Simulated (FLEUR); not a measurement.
# Anisotropy of Co (c factor at fixed volume 0.94 on the database's cell) with FLEUR

One state of Co (c factor at fixed volume 0.94 on the database's cell) is converged without symmetry. Force theorems then give its anisotropy.

Program: FLEUR MaX-R8.1. Level of theory: PBE; all-electron FLAPW, Dirac cores, scalar-relativistic bands. Results are calculated unless marked as measured.

### Step 1. Set-up

It takes space group P6_3/mmc (No. 194, hexagonal). Conventional cell: a = 2.586 Å, b = 2.586 Å, c = 3.826 Å, α = 90.00°, β = 90.00°, γ = 120.00°. Co has 12 Co at 2.43 to 2.59 Å nearest.

Structure file:

```xyz
2
Lattice="2.5862 0.0000 0.0000 -1.2931 2.2397 0.0000 0.0000 0.0000 3.8257" Properties=species:S:1:pos:R:3 pbc="T T T"
Co    0.0000    1.4931    0.9564
Co    1.2931    0.7466    2.8693
```

The cell is strained on purpose: c factor at fixed volume 0.94 on the database's cell.

### Step 2. Reference state

The force theorems are single passes in this state's potential, so it has to be converged first.

No symmetry is used, so that later steps may turn the spins freely; k and −k are joined. inpgen writes inp.xml from crystal.txt; cutoffs, mixing, functional, smearing and local orbitals are then set in the file. The k list scf (kpts.xml, not shown) is a Γ-centred 12×12×12 mesh; where the ranks do not divide the number of points, some are split in two of half the weight.

inp.xml reads:

```
<?xml version="1.0" encoding="UTF-8" standalone="no"?>
<fleurInput fleurInputVersion="0.39">
   <comment>
      Co
   </comment>
   <calculationSetup>
      <cutoffs Kmax="3.66" Gmax="11.0" GmaxXC="11.0" numbands="0"/>
      <scfLoop itmax="110" minDistance="0.00002" maxIterBroyd="15" imix="Anderson" alpha="0.05" precondParam="0.0" spinf="2.0" sdNocoIR="T"/>
      <coreElectrons ctail="F" frcor="F" kcrel="0" coretail_lmax="0"/>
      <xcFunctional name="pbe" relativisticCorrections="F"/>
      <magnetism jspins="2" l_noco="F" l_ss="F">
         <qss>0.0 0.0 0.0</qss>
         <mtNocoParams l_mperp="F" l_mtNocoPot="F" l_relaxSQA="F" mag_mixing_scheme="0" mix_RelaxWeightOffD="1.0" l_constrained="F" mix_constr="1.0"/>
         <sourceFreeMag l_sourceFree="F" l_scaleMag="F" mag_scale="1.0"/>
      </magnetism>
      <soc l_soc="F" theta="0.0" phi="0.0" spav="F"/>
      <expertModes spex="0" secvar="F"/>
      <geometryOptimization l_f="F" forcealpha="1.0" forcemix="BFGS" epsdisp="0.00001" epsforce="0.00001"/>
      <ldaU l_linMix="F" mixParam="0.05" spinf="1.0"/>
   </calculationSetup>
   <cell>
      <bzIntegration valenceElectrons="34.0" mode="hist" fermiSmearingEnergy="0.00183747">
         <kPointListSelection listName="scf"/>
         <xi:include xmlns:xi="http://www.w3.org/2001/XInclude" href="kpts.xml"> </xi:include>
      </bzIntegration>
      <xi:include xmlns:xi="http://www.w3.org/2001/XInclude" href="sym.xml"> </xi:include>
      <bulkLattice scale="1.0">
         <bravaisMatrix>
            <row-1>    4.8871825541043359     0.0000000033259180     0.0000000000000000</row-1>
            <row-2>   -2.4435912799340005     4.2324242431142833     0.0000000000000000</row-2>
            <row-3>    0.0000000000000000     0.0000000000000000     7.2295365732389669</row-3>
         </bravaisMatrix>
      </bulkLattice>
   </cell>
   <atomSpecies>
      <species name="Cobalt (Co2.000" element="Co" atomicNumber="27">
         <mtSphere radius="2.24" gridPoints="741" logIncrement="0.016"/>
         <atomicCutoffs lmax="8" lnonsphr="6"/>
         <electronConfig flipSpins="F">
            <coreConfig>(1s1/2) (2s1/2) (2p1/2) (2p3/2)</coreConfig>
            <valenceConfig>(3s1/2) (3p1/2) (3p3/2) (4s1/2) (3d3/2) (3d5/2)</valenceConfig>
            <stateOccupation state="(3d3/2)" spinUp="1.5" spinDown="1.3"/>
            <stateOccupation state="(3d5/2)" spinUp="3.0" spinDown="1.2"/>
         </electronConfig>
         <energyParameters s="4" p="4" d="3" f="4"/>
         <lo type="SCLO" l="0" n="3" eDeriv="0"/>
         <lo type="SCLO" l="1" n="3" eDeriv="0"/>
      </species>
   </atomSpecies>
   <atomGroups>
      <atomGroup species="Cobalt (Co2.000">
         <relPos label="                   1">1.000/3.000 -1.000/3.000 1.000/4.000</relPos>
         <force calculate="T" relaxXYZ="TTT"/>
         <nocoParams  alpha="0.0" beta="0.0"/>
      </atomGroup>
      <atomGroup species="Cobalt (Co2.000">
         <relPos label="                   2">-1.000/3.000 1.000/3.000 -1.000/4.000</relPos>
         <force calculate="T" relaxXYZ="TTT"/>
         <nocoParams  alpha="0.0" beta="0.0"/>
      </atomGroup>
   </atomGroups>
   <output dos="F" band="F" slice="F">
      <bandDOS minEnergy="-.5*Htr" maxEnergy="0.5*Htr" sigma="0.015" storeEVData="T"/>
      <plotting iplot="0" polar="F">
         <plot TwoD="T" vec1="  1.0  0.0  0.0" vec2="  0.0  1.0  0.0" vec3="  0.0  0.0  1.0" zero="  0.0  0.0  0.0" file="plot"/>
      </plotting>
      <moessbauerParams electricFieldGradient="F" isomerShift="F" coreHyperfine="F" valenceHyperfine="F"/>
   </output>
</fleurInput>
```

crystal.txt reads:

```
Co
&input film=F cartesian=F /
2.58618563319  0.00000000176  0.00000000000
-1.29309281812  2.23970245636  0.00000000000
0.00000000000  0.00000000000  3.82570600000
1.8897261246
1.0 1.0 1.0

2
27 0.33333333333  0.66666666667  0.25000000000 : 2.000
27 0.66666666667  0.33333333333  0.75000000000 : 2.000

&kpt div1=12 div2=12 div3=12 gamma=T /
```

Run with:

```console
$ OMP_NUM_THREADS=1 inpgen -f crystal.txt -nosym -noco > inpgen.log  # inp.xml is then edited as shown
$ OMP_NUM_THREADS=1 mpirun -n 4 fleur_MPI > fleur.log
```

What it wrote:

```text
Welcome to FLEUR        (www.flapw.de)
      MaX-Release 8.1          (www.max-centre.eu)

 ========== k-point set info ==========
 Selected k-point list: scf
 k-point list type: mesh
 0 x 0 x 0
 Number of k points: 868

 ------------Calculation Setup---------------------------
 Number of MPI-tasks      :            4
 Number of PE/node        :            4
 Number of OMP-threads    :            1
 k-points in parallel     :            4
 pe's per k-point         :            1
 No of k-point loops      :          217
 Eigenvalue solver        :       lapack
 Number of basis functions:          145
 Approximate size of matrices (H+S) per k-point:         0.001 GB
 --------------------------------------------------------
 Iteration:     1   Distance:       8.55296363 me/bohr^3
 Iteration:     2   Distance:       7.23779224 me/bohr^3
 Iteration:     3   Distance:       3.78049752 me/bohr^3
 Iteration:     4   Distance:       0.99773785 me/bohr^3
 Iteration:     5   Distance:       0.98263304 me/bohr^3
 Iteration:     6   Distance:       0.25146745 me/bohr^3
 Iteration:     7   Distance:       0.17733708 me/bohr^3
 Iteration:     8   Distance:       0.12084530 me/bohr^3
 Iteration:     9   Distance:       0.05341695 me/bohr^3
 Iteration:    10   Distance:       0.04757089 me/bohr^3
 Iteration:    11   Distance:       0.00733316 me/bohr^3
 Iteration:    12   Distance:       0.01162585 me/bohr^3
 Iteration:    13   Distance:       0.00155373 me/bohr^3
 Iteration:    14   Distance:       0.00127930 me/bohr^3
 Iteration:    15   Distance:       0.00046808 me/bohr^3
 Iteration:    16   Distance:       0.00045286 me/bohr^3
 Iteration:    17   Distance:       0.00016943 me/bohr^3
 Iteration:    18   Distance:       0.00013793 me/bohr^3
 Iteration:    19   Distance:       0.00005091 me/bohr^3
 Iteration:    20   Distance:       0.00002054 me/bohr^3
 Iteration:    21   Distance:       0.00000712 me/bohr^3

 ********************************************************************
 Run finished successfully
 Stop message:
   all done
 ********************************************************************

--- out.xml (last complete iteration) ---
<iteration numberForCurrentRun="   21" overallNumber="   21">
         <energyParameters units="Htr">
            <atomicEP atomType="1" spin="1" branch="4s" branchLowest="-3.17" branchHighest="1.90" value="0.1985314048"/>
            <atomicEP atomType="1" spin="1" branch="4p" branchLowest="-1.81" branchHighest="2.51" value="0.3353249309"/>
            <atomicEP atomType="1" spin="1" branch="3d" branchLowest="-9.99" branchHighest="0.39" value="0.2618194402"/>
            <atomicEP atomType="1" spin="1" branch="4f" branchLowest="-9.99" branchHighest="3.71" value="0.6523517822"/>
            <loAtomicEP atomType="1" spin="1" branch="3s" branchLowest="-32.43" branchHighest="-3.17" value="-3.1772408033"/>
            <loAtomicEP atomType="1" spin="1" branch="3p" branchLowest="-27.68" branchHighest="-1.81" value="-1.8275454405"/>
            <atomicEP atomType="2" spin="1" branch="4s" branchLowest="-3.17" branchHighest="1.90" value="0.1985314048"/>
            <atomicEP atomType="2" spin="1" branch="4p" branchLowest="-1.81" branchHighest="2.51" value="0.3353249308"/>
            <atomicEP atomType="2" spin="1" branch="3d" branchLowest="-9.99" branchHighest="0.39" value="0.2618194401"/>
            <atomicEP atomType="2" spin="1" branch="4f" branchLowest="-9.99" branchHighest="3.71" value="0.6523517821"/>
            <loAtomicEP atomType="2" spin="1" branch="3s" branchLowest="-32.43" branchHighest="-3.17" value="-3.1772408034"/>
            <loAtomicEP atomType="2" spin="1" branch="3p" branchLowest="-27.68" branchHighest="-1.81" value="-1.8275454407"/>
            <atomicEP atomType="1" spin="2" branch="4s" branchLowest="-3.09" branchHighest="1.95" value="0.1880252764"/>
            <atomicEP atomType="1" spin="2" branch="4p" branchLowest="-1.73" branchHighest="2.56" value="0.3198327104"/>
            <atomicEP atomType="1" spin="2" branch="3d" branchLowest="-9.99" branchHighest="0.46" value="0.3135914547"/>
            <atomicEP atomType="1" spin="2" branch="4f" branchLowest="-9.99" branchHighest="3.76" value="0.6333600236"/>
            <loAtomicEP atomType="1" spin="2" branch="3s" branchLowest="-32.39" branchHighest="-3.09" value="-3.1013486400"/>
            <loAtomicEP atomType="1" spin="2" branch="3p" branchLowest="-27.65" branchHighest="-1.73" value="-1.7537182618"/>
            <atomicEP atomType="2" spin="2" branch="4s" branchLowest="-3.09" branchHighest="1.95" value="0.1880252763"/>
            <atomicEP atomType="2" spin="2" branch="4p" branchLowest="-1.73" branchHighest="2.56" value="0.3198327103"/>
            <atomicEP atomType="2" spin="2" branch="3d" branchLowest="-9.99" branchHighest="0.46" value="0.3135914546"/>
            <atomicEP atomType="2" spin="2" branch="4f" branchLowest="-9.99" branchHighest="3.76" value="0.6333600236"/>
            <loAtomicEP atomType="2" spin="2" branch="3s" branchLowest="-32.39" branchHighest="-3.09" value="-3.1013486402"/>
            <loAtomicEP atomType="2" spin="2" branch="3p" branchLowest="-27.65" branchHighest="-1.73" value="-1.7537182620"/>
         </energyParameters>
         <bandgap value="0.0080227234" units="eV"/>
         <sumValenceSingleParticleEnergies value="-29.2962255175" units="Htr"/>
         <FermiEnergy value="0.3506007023" units="Htr"/>
         <valenceDensity>
            <mtCharges spin="1">
               <mtCharge atomType="1" total="8.7944149" s="1.1933980" p="3.1644033" d="4.4198584" f="0.0126563"/>
               <mtCharge atomType="2" total="8.7944149" s="1.1933980" p="3.1644033" d="4.4198584" f="0.0126563"/>
            </mtCharges>
            <mtCharges spin="2">
               <mtCharge atomType="1" total="7.1100335" s="1.2029135" p="3.2044655" d="2.6867765" f="0.0123529"/>
               <mtCharge atomType="2" total="7.1100335" s="1.2029135" p="3.2044655" d="2.6867765" f="0.0123529"/>
            </mtCharges>
            <spinDependentCharge spin="1" total="18.6142514" interstitial="1.0254217" mtSpheres="17.5888297"/>
            <spinDependentCharge spin="2" total="15.3857486" interstitial="1.1656816" mtSpheres="14.2200670"/>
            <totalCharge value="34.0000000000"/>
         </valenceDensity>
         <coreStates atomType="     1" atomicNumber=" 27" spin="1" kinEnergy="    624.7510249715" eigValSum="   -393.8341756753" lostElectrons=" 0.000000">
            <state n="1" l="0" j="0.5" energy="-278.3612907096" weight="1.0000000000"/>
            <state n="2" l="0" j="0.5" energy="-32.4267878146" weight="1.0000000000"/>
            <state n="2" l="1" j="0.5" energy="-28.0449383661" weight="1.0000000000"/>
            <state n="2" l="1" j="1.5" energy="-27.5005793925" weight="2.0000000000"/>
         </coreStates>
         <coreStates atomType="     1" atomicNumber=" 27" spin="2" kinEnergy="    625.1129698535" eigValSum="   -393.7170717081" lostElectrons=" 0.000000">
            <state n="1" l="0" j="0.5" energy="-278.3616247534" weight="1.0000000000"/>
            <state n="2" l="0" j="0.5" energy="-32.3907154972" weight="1.0000000000"/>
            <state n="2" l="1" j="0.5" energy="-28.0183792975" weight="1.0000000000"/>
            <state n="2" l="1" j="1.5" energy="-27.4731760800" weight="2.0000000000"/>
         </coreStates>
         <coreStates atomType="     2" atomicNumber=" 27" spin="1" kinEnergy="    624.7510249716" eigValSum="   -393.8341756763" lostElectrons=" 0.000000">
            <state n="1" l="0" j="0.5" energy="-278.3612907098" weight="1.0000000000"/>
            <state n="2" l="0" j="0.5" energy="-32.4267878148" weight="1.0000000000"/>
            <state n="2" l="1" j="0.5" energy="-28.0449383663" weight="1.0000000000"/>
            <state n="2" l="1" j="1.5" energy="-27.5005793927" weight="2.0000000000"/>
         </coreStates>
         <coreStates atomType="     2" atomicNumber=" 27" spin="2" kinEnergy="    625.1129698537" eigValSum="   -393.7170717091" lostElectrons=" 0.000000">
            <state n="1" l="0" j="0.5" energy="-278.3616247536" weight="1.0000000000"/>
            <state n="2" l="0" j="0.5" energy="-32.3907154974" weight="1.0000000000"/>
            <state n="2" l="1" j="0.5" energy="-28.0183792978" weight="1.0000000000"/>
            <state n="2" l="1" j="1.5" energy="-27.4731760802" weight="2.0000000000"/>
         </coreStates>
         <allElectronCharges>
            <spinDependentCharge spin="1" total="28.6142514" interstitial="1.0254217" mtSpheres="27.5888297"/>
            <spinDependentCharge spin="2" total="25.3857486" interstitial="1.1656816" mtSpheres="24.2200670"/>
            <totalCharge value="54.0000000007"/>
         </allElectronCharges>
         <magneticMomentsInMTSpheres units="muBohr">
            <globalMagMoment atomType="1" vec="0.00000   0.00000   1.68438"/>
            <localMagMoment atomType="1" vec="0.00000   0.00000   1.68438"/>
            <globalMagMoment atomType="2" vec="0.00000   0.00000   1.68438"/>
            <localMagMoment atomType="2" vec="0.00000   0.00000   1.68438"/>
         </magneticMomentsInMTSpheres>
         <moessbauerParams unitsHFF="kG" unitsIS="e/bohr^3" unitsEFG="Htr/bohr^2">
         </moessbauerParams>
         <totalEnergy value="    -2786.9469642726" units="Htr">
            <sumOfEigenvalues value="    -1604.3987202864">
               <coreElectrons value="-1575.1024947689"/>
               <valenceElectrons value="-29.2962255175"/>
            </sumOfEigenvalues>
            <densityCoulombPotentialIntegral value="-4277.5638530964"/>
            <densityEffectivePotentialIntegral value="-4432.6090084270"/>
            <chargeDenXCDenIntegral value="-119.3964859714"/>
            <FockExchangeEnergyValence value="0.0000000000"/>
            <FockExchangeEnergyCore value="0.0000000000"/>
            <atomTypeDependentContributions atomType="1">
               <electronNucleiInteractionDifferentMTs value="1667.5390853017"/>
               <MadelungTerm value="-10.9503346466"/>
            </atomTypeDependentContributions>
            <atomTypeDependentContributions atomType="2">
               <electronNucleiInteractionDifferentMTs value="1667.5390852980"/>
               <MadelungTerm value="-10.9503346474"/>
            </atomTypeDependentContributions>
            <tkbTimesEntropy value="0.0005623349"/>
            <freeEnergy value="-2786.9475266075"/>
            <extrapolationTo0K value="-2786.9472454401"/>
         </totalEnergy>
         <densityConvergence units="me/bohr^3">
            <chargeDensity spin="1" distance="0.0000033206"/>
            <chargeDensity spin="2" distance="0.0000062398"/>
            <overallChargeDensity distance="0.0000071151"/>
            <spinDensity distance="0.0000070213"/>
         </densityConvergence>
      </iteration>
```

Wall time 3.1 min (4 MPI ranks of Arm Neoverse V1, shared host); peak memory 0.44 GiB; 12 min of CPU time.

Read from the output:

| Quantity | Value |
| --- | --- |
| free energy | -75836.7056 eV |
| program's band gap on this mesh (in a metal only a level spacing) | 0.008023 eV |
| magnetization | 3.228 μB |
| final state | ferromagnetic |
| largest moment | 1.684 μB |

After 21 cycles the largest moment stands at 1.68 μB.

### Step 3. Energy against the direction of the moments, rung 1

Anisotropy is a small difference, so it is taken from sums over occupied states at a frozen potential, where most errors cancel.

One pass with spin–orbit coupling for each direction, from the saved density. Inversion lets half of the mesh serve, which the program's warning doesn't know. The k list mae (kpts.xml, not shown) is a Γ-centred 17×17×10 mesh.

Edit inp.xml of step 2 so:

```diff
@@ -6,4 +6,4 @@
    <calculationSetup>
-      <cutoffs Kmax="3.66" Gmax="11.0" GmaxXC="11.0" numbands="0"/>
-      <scfLoop itmax="110" minDistance="0.00002" maxIterBroyd="15" imix="Anderson" alpha="0.05" precondParam="0.0" spinf="2.0" sdNocoIR="T"/>
+      <cutoffs Kmax="3.66" Gmax="11.0" GmaxXC="11.0" numbands="74"/>
+      <scfLoop itmax="1" minDistance="0.00002" maxIterBroyd="15" imix="Anderson" alpha="0.05" precondParam="0.0" spinf="2.0" sdNocoIR="T"/>
       <coreElectrons ctail="F" frcor="F" kcrel="0" coretail_lmax="0"/>
@@ -15,3 +15,3 @@
       </magnetism>
-      <soc l_soc="F" theta="0.0" phi="0.0" spav="F"/>
+      <soc l_soc="T" theta="0.0" phi="0.0" spav="F"/>
       <expertModes spex="0" secvar="F"/>
@@ -22,3 +22,3 @@
       <bzIntegration valenceElectrons="34.0" mode="hist" fermiSmearingEnergy="0.00183747">
-         <kPointListSelection listName="scf"/>
+         <kPointListSelection listName="mae"/>
          <xi:include xmlns:xi="http://www.w3.org/2001/XInclude" href="kpts.xml"> </xi:include>
@@ -68,2 +68,5 @@
    </output>
+   <forceTheorem>
+      <MAE theta="0.0 1.5707963 1.5707963 0.7853982" phi="0.0 0.0 0.5235988 0.0"/>
+   </forceTheorem>
 </fleurInput>
```

Run with:

```console
$ OMP_NUM_THREADS=1 mpirun -n 4 fleur_MPI -warn_only > fleur.log
```

What it wrote:

```text
[banner, memory and clock lines left out]
Welcome to FLEUR        (www.flapw.de)
      MaX-Release 8.1          (www.max-centre.eu)
************FLEUR-Warning*****************
Error message: k-point set is not compatible to missing time-reversal symmetry in calculation.
Error occurred in subroutine: gen_bz
Error from PE:0/4
Other PEs with error messages:
     1-k-point set is not compatible to missing time-reversal symmetry in calculation.
     2-k-point set is not compatible to missing time-reversal symmetry in calculation.
     3-k-point set is not compatible to missing time-reversal symmetry in calculation.
*****************************************

 ========== k-point set info ==========
 Selected k-point list: mae
 k-point list type: mesh
 0 x 0 x 0
 Number of k points: 1448

************FLEUR-Warning*****************
Error message: k-point set is not compatible to missing time-reversal symmetry in calculation.
Error occurred in subroutine: gen_bz
Error from PE:1/4
Other PEs with error messages:
     2-k-point set is not compatible to missing time-reversal symmetry in calculation.
     3-k-point set is not compatible to missing time-reversal symmetry in calculation.
*****************************************
 [... set-up left out ...]
 ********************************************************************
 Run finished successfully
 Stop message:
   Forcetheorem MAE
 ********************************************************************

--- out.xml (force theorem) ---
<Forcetheorem_MAE Angles="4" units="Htr">
            <Angle theta="0.0000000" phi="0.0000000" ev-sum="-29.297892233"/>
            <Angle theta="1.5707963" phi="0.0000000" ev-sum="-29.297882388"/>
            <Angle theta="1.5707963" phi="0.5235988" ev-sum="-29.297882379"/>
            <Angle theta="0.7853982" phi="0.0000000" ev-sum="-29.297887390"/>
         </Forcetheorem_MAE>
```

Run time: 1.8 min. Hardware: 4 MPI ranks; peak memory 1.2 GiB.

Anisotropy energies, by row:

```
                              axis       x    y       z  band energy less the first axis' (meV a cell)
                             [001]       0    0       1                                              0
                             [100]       1    0       0                                         0.2679
                             [210]   0.866  0.5       0                                         0.2681
45 degrees from [001] toward [100]  0.7071    0  0.7071                                         0.1318
```

Indices are those of the standard conventional cell; x, y, z give the same directions in the axes of the input.

(Continued in part 2 of 2.)

[Logs and program files are shortened in this print: banners, set-up blocks, solver, clock and traceback lines can be left out without a mark of their own.]

[Logs are printed without paths, hosts, clocks, repeated set-up lines and the standing remarks that a program may print on its own settings, such as how far it seeks lower states.]

[Hosts, paths, dates, database ids (printed as entryN), source tags and the programs' standing remarks are cut or masked in the printed files.]

[Where a cell is said to come from a database of computed structures, the database is the Materials Project.]
